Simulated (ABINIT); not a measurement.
# CdS (Greenockite): G0W0 in ABINIT against the exchange cutoff

Aim: move the exchange cutoff of a G0W0 run on CdS (Greenockite) over a wide range.

Main program and level: ABINIT 10.8.3; PBE and many-body steps on it, plane waves.

Report form: the programs' logs are mostly left out.

The database entry behind the starting cell differs from later determinations by our own check (about 0.35 % long), so it need not match the best structure at ambient conditions.

**1. The structure**

It takes space group P6_3mc (No. 186, hexagonal). The conventional cell has a = 4.150 Å, b = 4.150 Å, c = 6.737 Å, α = 90.00°, β = 90.00°, γ = 120.00°. Nearest to Cd lie 4 S at 2.53 to 2.54 Å. Nearest to S lie 4 Cd at 2.53 to 2.54 Å. Farther neighbours and most contacts between anions are not listed.

The cell and positions come from the Crystallography Open Database and are kept as given unless a step says otherwise.

**2. Screening, 3×3×2 mesh, 67 bands, screening to 106.1 eV**

This step: ABINIT 10.8.3; RPA screening on PBE, plane waves, norm-conserving pseudopotentials.

The RPA dielectric matrix is built and inverted for each q.

run.abi

```
acell 3*1.0 Angstrom
rprim 
  4.149999999997 0.000000000001 0.000000000000
  -2.074999999999 3.594005425702 0.000000000000
  0.000000000000 0.000000000000 6.737000000000
ntypat 2
znucl 48 16
natom 4
typat 1 1 2 2
xred 
  0.333333333333 0.666666666667 0.000000000000
  0.666666666667 0.333333333333 0.500000000000
  0.333333333333 0.666666666667 0.375000000000
  0.666666666667 0.333333333333 0.875000000000
pp_dirpath "pseudos"
pseudos "Cd.upf, S.upf"
ecut 47
ngkpt 3 3 2
nshiftk 1
shiftk 0 0 0
kptopt 1
chksymbreak 0
istwfk *1
occopt 1
irdwfk 1
optdriver 3
nband 67
ecuteps 3.9
inclvkb 2
awtr 1
symchi 1
indata_prefix "in"
outdata_prefix "out"
tmpdata_prefix "tmp"
```

Launch:

```
$ OMP_NUM_THREADS=1 mpirun -n 4 abinit run.abi > log
```

Run time: 27 s. Hardware: 4 MPI ranks of Intel Xeon Platinum 8488C (Sapphire Rapids), shared host; peak memory 1.2 GiB.

Numbers from this step:

```yaml
eps_infinity_with_local_fields_on_this_mesh_along_the_program_s_q_direction: 13.79
the_same_without_local_fields: 14.63
plasma_frequency: 26.71 eV
plane_waves_in_the_screening_matrix: 251
```

Local fields lower ε∞ by 6 %. On a Γ-centred mesh this coarse the value itself is usually too large, while a short band sum pulls it down.

**3. 4.7 Ha**

This step: G0W0 on PBE, plane waves, norm-conserving pseudopotentials.

run.abi, as its differences from that of step 2:

```diff
@@ -25,8 +25,15 @@
 irdwfk 1
-optdriver 3
+optdriver 4
 nband 67
+gwcalctyp 0
+ecutsigx 4.7
+symsigma 1
+nkptgw 1
+kptgw 
+  0.0000000000 0.0000000000 0.0000000000
+bdgw 
+  25 28
 ecuteps 3.9
-inclvkb 2
-awtr 1
-symchi 1
+irdscr 1
+ppmodel 1
 indata_prefix "in"
```

The job ended after 4.3 s (4 MPI ranks; peak memory 1 GiB; 16 s of CPU time).

This step gave:

```
G0W0 gap on the points computed              : 1.675 eV
starting gap on the mesh                     : 1.175 eV
k of the valence top                         : 0, 0, 0
k of the conduction bottom                   : 0, 0, 0
Z at the valence top                         : 0.78
Z at the conduction bottom                   : 0.812
least direct G0W0 gap on the computed points : 1.675 eV
```

**4. 9.4 Ha**

run.abi, as its differences from that of step 3:

```diff
@@ -28,3 +28,3 @@
 gwcalctyp 0
-ecutsigx 4.7
+ecutsigx 9.4
 symsigma 1
```

Wall time 4.4 s (4 MPI ranks); peak memory 1 GiB.

Numbers from this step:

* G0W0 gap on the points computed: 1.923 eV
* starting gap on the mesh: 1.175 eV
* k of the valence top: 0, 0, 0
* k of the conduction bottom: 0, 0, 0
* Z at the valence top: 0.78
* Z at the conduction bottom: 0.812
* least direct G0W0 gap on the computed points: 1.923 eV

**5. 18.8 Ha**

The self-energy is evaluated for the states that the input lists, and the levels follow from it, in one-shot runs by the linearised quasiparticle equation.

run.abi, as its differences from that of step 4:

```diff
@@ -28,3 +28,3 @@
 gwcalctyp 0
-ecutsigx 9.4
+ecutsigx 18.8
 symsigma 1
```

It took 4.7 s on 4 MPI ranks; peak memory 1 GiB; 18 s of CPU time.

This step gave:

```
G0W0 gap on the points computed              : 2.038 eV
starting gap on the mesh                     : 1.175 eV
k of the valence top                         : 0, 0, 0
k of the conduction bottom                   : 0, 0, 0
least direct G0W0 gap on the computed points : 2.038 eV
```

The gap on the mesh goes from 1.18 eV to 2.04 eV, a correction of +0.86 eV.

**6. 32.9 Ha**

run.abi, as its differences from that of step 5:

```diff
@@ -28,3 +28,3 @@
 gwcalctyp 0
-ecutsigx 18.8
+ecutsigx 32.9
 symsigma 1
```

The job ended after 4.8 s (4 MPI ranks; peak memory 1 GiB).

Numbers from this step:

```yaml
g0w0_gap_on_the_points_computed: 2.082 eV
starting_gap_on_the_mesh: 1.175 eV
k_of_the_valence_top: 0, 0, 0
k_of_the_conduction_bottom: 0, 0, 0
least_direct_g0w0_gap_on_the_computed_points: 2.082 eV
```

Against the run before, the gap moves by +0.044 eV.

**7. 47 Ha**

run.abi, as its differences from that of step 6:

```diff
@@ -28,3 +28,3 @@
 gwcalctyp 0
-ecutsigx 32.9
+ecutsigx 47
 symsigma 1
```

Elapsed: 5.6 s, on 4 MPI ranks; peak memory 1 GiB.

Numbers from this step:

```yaml
g0w0_gap_on_the_points_computed: 2.087 eV
starting_gap_on_the_mesh: 1.175 eV
k_of_the_valence_top: 0, 0, 0
k_of_the_conduction_bottom: 0, 0, 0
least_direct_g0w0_gap_on_the_computed_points: 2.087 eV
```

Against the run before, the gap moves by +0.005 eV.

**8. Side by side**

Times are wall times on 4 MPI ranks of Intel Xeon Platinum 8488C (Sapphire Rapids), shared host, good to a factor of about two. A run's time includes the screening step that it read.

```csv
run,mesh,bands,screening cutoff (eV),DFT gap (eV),gap on the mesh (eV),direct (eV),ε∞ used,time
4.7 Ha,3×3×2,67,106.1,1.175,1.675,1.675,13.79,31 s
9.4 Ha,3×3×2,67,106.1,1.175,1.923,1.923,13.79,31 s
18.8 Ha,3×3×2,67,106.1,1.175,2.038,2.038,13.79,32 s
32.9 Ha,3×3×2,67,106.1,1.175,2.082,2.082,13.79,32 s
47 Ha,3×3×2,67,106.1,1.175,2.087,2.087,13.79,33 s
```

**9. Results**

```json
{
  "4.7 Ha": "1.675 eV",
  "9.4 Ha": "1.923 eV",
  "18.8 Ha": "2.038 eV",
  "32.9 Ha": "2.082 eV",
  "47 Ha": "2.087 eV",
  "known limits": "not at the basis limit; no spin-orbit coupling; coarse k mesh"
}
```

In words: The setting moved: exchange cutoff. From 4.7 Ha to 47 Ha the gap moves by +0.41 eV. It holds to 0.03 eV from 32.9 Ha on. Bands and screening cutoff are coupled, so a series along one setting does not show full convergence. Below the screening cutoff the correlation part is cut too. Bands and cutoff are finite, so the gap is not at the basis limit. The miss can reach some tenths of an eV and take either sign; the mesh is an error of its own. In the G0W0 runs levels were corrected at 1 k point alone, so a gap called «on the mesh» is the least over those, and an edge elsewhere would be missed. The 3×3×2 mesh is coarse for this cell, which bears on the long-range parts of exchange and screening. The many-body steps are scalar-relativistic: spin-orbit coupling is not in them.

[Paths, hosts, dates, memory and timing lines, banners, echoed tables and standing remarks are left out of the program output.]

[Logs are printed without paths, hosts, clocks, repeated set-up lines and the standing remarks that a program may print on its own settings, such as how far it seeks lower states.]

[Runs of the session that timed out or met a known fault of the program may be left out.]

[Hosts, paths, dates, database ids (printed as entryN), source tags and the programs' standing remarks are cut or masked in the printed files.]

[G0W0 gaps are taken among the corrected bands and points alone; a level outside them can change the order at an edge.]

[Where Ansatz stands beside ABINIT at settings called matched, ABINIT's density can come from a denser mesh and the files from another edition; pairs whose starting gaps differed by over 0.03 eV were left out, so agreement reads better than it is.]
